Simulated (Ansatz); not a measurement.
# BaSc3, from a guessed structure to a relaxed one, part 2 of 2

Starting from a made-up structure for BaSc3, the aim is the relaxed cell, its shortest contacts and, where a second run follows, its electronic structure.

Ansatz 0.2.0; DFT, PBE, plane-wave PAW, default files, scalar-relativistic, no spin, cell and ions relaxed at zero pressure (the session's first sound run).

So far: Set-up; Relaxation of the guess. The relaxed cell has a = 4.950 Å (conventional setting).

## Step 3: Bands of the relaxed cell

A second self-consistent run takes a narrower smearing and the mesh shown in its input; the bands follow along the standard path of the relaxed lattice.

This step: DFT, PBE, plane-wave PAW, default files, scalar-relativistic, no spin, bands and density of states at the relaxed cell (Ansatz 0.2.0).

Contents of input.yaml:

```yaml
crystal:
  lattice:
    - [4.9497577601, 0.0, 0.0]
    - [0.0, 4.9497577601, 0.0]
    - [0.0, 0.0, 4.9497577601]
  atoms:
    - { symbol: Ba, position: [0.0, 0.0, 0.0] }
    - { symbol: Sc, position: [0.5, 0.0, 0.5] }
    - { symbol: Sc, position: [0.5, 0.5, 0.0] }
    - { symbol: Sc, position: [0.0, 0.5, 0.5] }
kpoints:
  mp_grid: { grid: [6, 6, 6] }
  band_path:
    path:
      - [[0.0, 0.0, 0.0], [0.0, 0.5, 0.0], [0.5, 0.5, 0.0], [0.0, 0.0, 0.0], [0.5, 0.5, 0.5], [0.0, 0.5, 0.0]]
      - [[0.5, 0.5, 0.0], [0.5, 0.5, 0.5]]
    npoints: 13
scf:
  occupations: { method: fermi_dirac, width: 0.03 }
  n_extra_bands: 8
hamiltonian:
  xc: pbe
  pseudopotentials: { kind: paw }
output:
  forces: true
  stress: true
  write_bands: true
  dos: { projected: true }
  write_density: true
  write_potential: true
  elf: true
  volumetric_format: npy
```

Started as:

```bash
ansatz run input.yaml --threads 4 --pin off --max-ram 8192MiB --backend cpu --events-out ev --progress --plain --runs-dir out
```

Numbers of over 12 decimals in the logs are rounded to 6 here.

The log of the run:

```text
[...]
Crystal: 4 atoms, lattice volume = 121.270 Å³
Basis set: ecut = 420 eV, 2373 PW (Γ), exchange–correlation on 72×72×72 points (8 copies of the dense FFT grid, shifted against one another)
Bands: 30, of which v1, the nominal top of the filled ones, is band 22 counted from 1 (21 counted from 0)
Symmetry: 48 space group operations
[...]
k-points: 20 of 216
[...]
SCF iter   1: F=—  HF=-12355.361152 eV  |F-HF|=—  |Δ(HF+E_count)|=         —  Δρ=4.00e-3  dr2=3.78e-2  ethr=1.77e-3  ⟨swp⟩=6.0  Hψ=2742  notcnv=0  defer=1
[...]
SCF iter   6: F=-12355.354857 eV  HF=-12355.354857 eV  |F-HF|=9.77e-9  |Δ(HF+E_count)|=   2.69e-8  Δρ=3.97e-6  dr2=3.33e-8  ethr=2.33e-10  ⟨swp⟩=12.6  Hψ=4403  notcnv=0
SCF 1 converged in 6 iterations: F = -12355.354857 eV  dr2 = 3.33e-8
[...]
NSCF: frozen V_eff on 80 k-points
SCF converged after 6 iterations
Free energy (F): -12355.354857 eV
[...]
Internal energy: -12355.323795 eV  (E = F + TS)
E sigma→0 (E₀):  -12355.339326 eV
Entropy (-TS):   -0.031062 eV (-7.766 meV/atom)
Fermi energy:    8.746621 eV
[...]
--- Stress (GPa, compression-positive) ---
       -0.029848      -0.000000       0.000000
       -0.000000      -0.029848       0.000000
        0.000000       0.000000      -0.029848
  P = ⅓ Tr σ = -0.0298 GPa (-0.298 kbar)
--- Band table (eV; the first three rows and the last of 20) ---
  k-point 0: bands = [... 18 lower, 7.1332, 7.9915, 8.2190, 8.2190, 8.2190, 10.1657, 10.1657, 10.1657, ... 4 higher]
  k-point 1: bands = [... 18 lower, 7.2918, 8.0408, 8.3155, 8.3155, 8.3208, 9.9991, 10.2516, 10.2516, ... 4 higher]
  k-point 2: bands = [... 18 lower, 7.6884, 8.3295, 8.5863, 8.5863, 8.6108, 9.5841, 9.8106, 9.8106, ... 4 higher]
  k-point 19: bands = [... 18 lower, 6.8704, 8.3213, 8.5975, 9.8124, 9.8124, 9.8124, 10.1724, 10.1724, ... 4 higher]
```

Elapsed: 2.4 s, on 4 threads of Arm Neoverse V2, shared host; peak memory 0.47 GiB.

This step gave:

```yaml
free_energy: -12355.3549 eV
energy_at_zero_smearing: -12355.3393 eV
smearing_term_ts: 0.03106 eV
pressure: -0.02985 GPa
```

bands.tsv at the labelled points (eV, zero at the Fermi level; the bands that come nearest the Fermi level along the path):

```tsv
point	band 18	band 19	band 20	band 21	band 22	band 23	band 24	band 25
Γ	-1.61	-1.61	-0.76	-0.53	-0.53	-0.53	1.42	1.42
X	-2.43	-0.79	-0.12	0.11	0.11	0.21	0.43	0.65
M	-0.89	-0.89	-0.75	0.12	0.29	0.29	0.58	0.58
Γ	-1.61	-1.61	-0.76	-0.53	-0.53	-0.53	1.42	1.42
R	-1.88	-1.88	-0.43	-0.15	1.07	1.07	1.07	1.43
X	-2.43	-0.79	-0.12	0.11	0.11	0.21	0.43	0.65
M	-0.89	-0.89	-0.75	0.12	0.29	0.29	0.58	0.58
R	-1.88	-1.88	-0.43	-0.15	1.07	1.07	1.07	1.43
```

States per cell as run, both spins, in windows of 1 eV, from dos.tsv (zero at the Fermi level):

```csv
from,to,total
-8,-7,0.00
-7,-6,0.00
-6,-5,0.00
-5,-4,0.02
-4,-3,0.50
-3,-2,1.48
-2,-1,2.93
-1,0,6.19
0,1,7.31
```

Below -8 eV lie 32.0 more states.

ELF in the ac plane at fractional y = 0.000, with atoms of Ba and Sc within 0.2 Å of it. It is the smooth field of the valence electrons, not physical close to the nuclei.

Ten even steps from '_' (0.02) to '@' (0.82), each cell a mean:
```
..**@@##::::**##==..==@@@@--
%%@@@@++..--++**==::::##@@@@
@@%%++::..::::::::....--##@@
==--::....__......__....::==
....::..__::++**==..__..::..
======....##%%##%%==..::====
##**++..::%%==::##**..::**##
****==..::%%**==%%++..::++**
::::::..__==%%%%##::__::--::
::::....____::::..__......::
##**--................::++##
@@@@%%--..::==++==::::++@@@@
==%%@@**::::****==..--%%@@**
__==@@##::::**##==..==@@%%..
```
Columns run along a (4.9 Å), rows up along c (4.9 Å). Atoms in or near the plane, at fractional coordinates: Ba at (0.00, 0.00), Sc at (0.50, 0.50).

Valence density in the ac plane at fractional y = 0.000, with atoms of Ba and Sc within 0.2 Å of it. It is the smooth field of the valence electrons, not physical close to the nuclei.

Ten steps, logarithmic in the rise over the least value, from '0' (0.1 e/Å³) to '9' (7.2 e/Å³), each cell a mean:
```
46541000002565
66520000001456
54310000000245
22100012100012
00001356420000
00002689841000
00003799962000
00003799851000
00001577630000
11000133210001
43210000000124
65420000001355
56531000002466
35641000002564
```
Columns run along a (4.9 Å), rows up along c (4.9 Å). Atoms in or near the plane, at fractional coordinates: Ba at (0.00, 0.00), Sc at (0.50, 0.50).

Electrostatic potential energy in the ac plane at fractional y = 0.000, with atoms of Ba and Sc within 0.2 Å of it. With pseudopotentials it is smooth inside the atoms' cores, unlike the true potential.

Ten even steps from '_' (-42 eV) to '@' (12 eV), each cell a mean:
```
..::==##@@@@@@@@@@@@%%++::..
::--++%%@@@@@@@@@@@@%%##==::
++**##%%@@@@@@@@@@@@@@%%##++
%%%%@@@@@@%%%%%%%%@@@@@@%%%%
@@@@@@@@%%##++++**%%@@@@@@@@
@@@@@@@@##==..__::**%%@@@@@@
@@@@@@@@##::______++%%@@@@@@
@@@@@@@@##--____..++%%@@@@@@
@@@@@@@@%%**--::==##%%@@@@@@
@@@@@@@@@@%%######%%@@@@@@@@
####%%@@@@@@@@@@@@@@@@%%%%##
--==**%%@@@@@@@@@@@@@@##++==
..::==##@@@@@@@@@@@@%%**--::
__..--##@@@@@@@@@@@@%%++::..
```
Columns run along a (4.9 Å; values clipped at the 3rd and 97th percentile), rows up along c (4.9 Å). Atoms in or near the plane, at fractional coordinates: Ba at (0.00, 0.00), Sc at (0.50, 0.50).

## Step 4: What came out

```
space group, relaxed : Pm-3m
conventional cell    : a = 4.950, b = 4.950, c = 4.950 Å; α = 90.0°, β = 90.0°, γ = 90.0°
volume per atom      : 30.32 Å³ (guess 29.29)
```

What this shows: BaSc3 relaxes to Pm-3m with a = 4.950, b = 4.950 and c = 4.950 Å. The guessed volume was 3 % too small. The space group Pm-3m was held in the relaxation, so the end point is a stationary structure within it and may be a saddle against distortions or other arrangements. Bands cross the Fermi level, so it is a metal or semimetal at this level. The electron count is odd, which forces that without spin polarisation or a larger cell. On the 6×6×6 mesh with the narrower smearing (relaxed on 6×6×6) the forces vanish, as symmetry may demand, and the largest stress component is 0.030 GPa, within the relaxation's thresholds of 0.015 eV/Å and 0.05 GPa. The cutoff wasn't tested. Spin-orbit coupling is left out, which can matter for elements this heavy. No dispersion term is used, so weakly bound directions may come out too long. Nothing here tests whether the compound is stable against decomposition.

[Logs are printed without paths, hosts, clocks, repeated set-up lines and the standing remarks that a program may print on its own settings, such as how far it seeks lower states.]

[Hosts, paths, dates, database ids (printed as entryN), source tags and the programs' standing remarks are cut or masked in the printed files.]
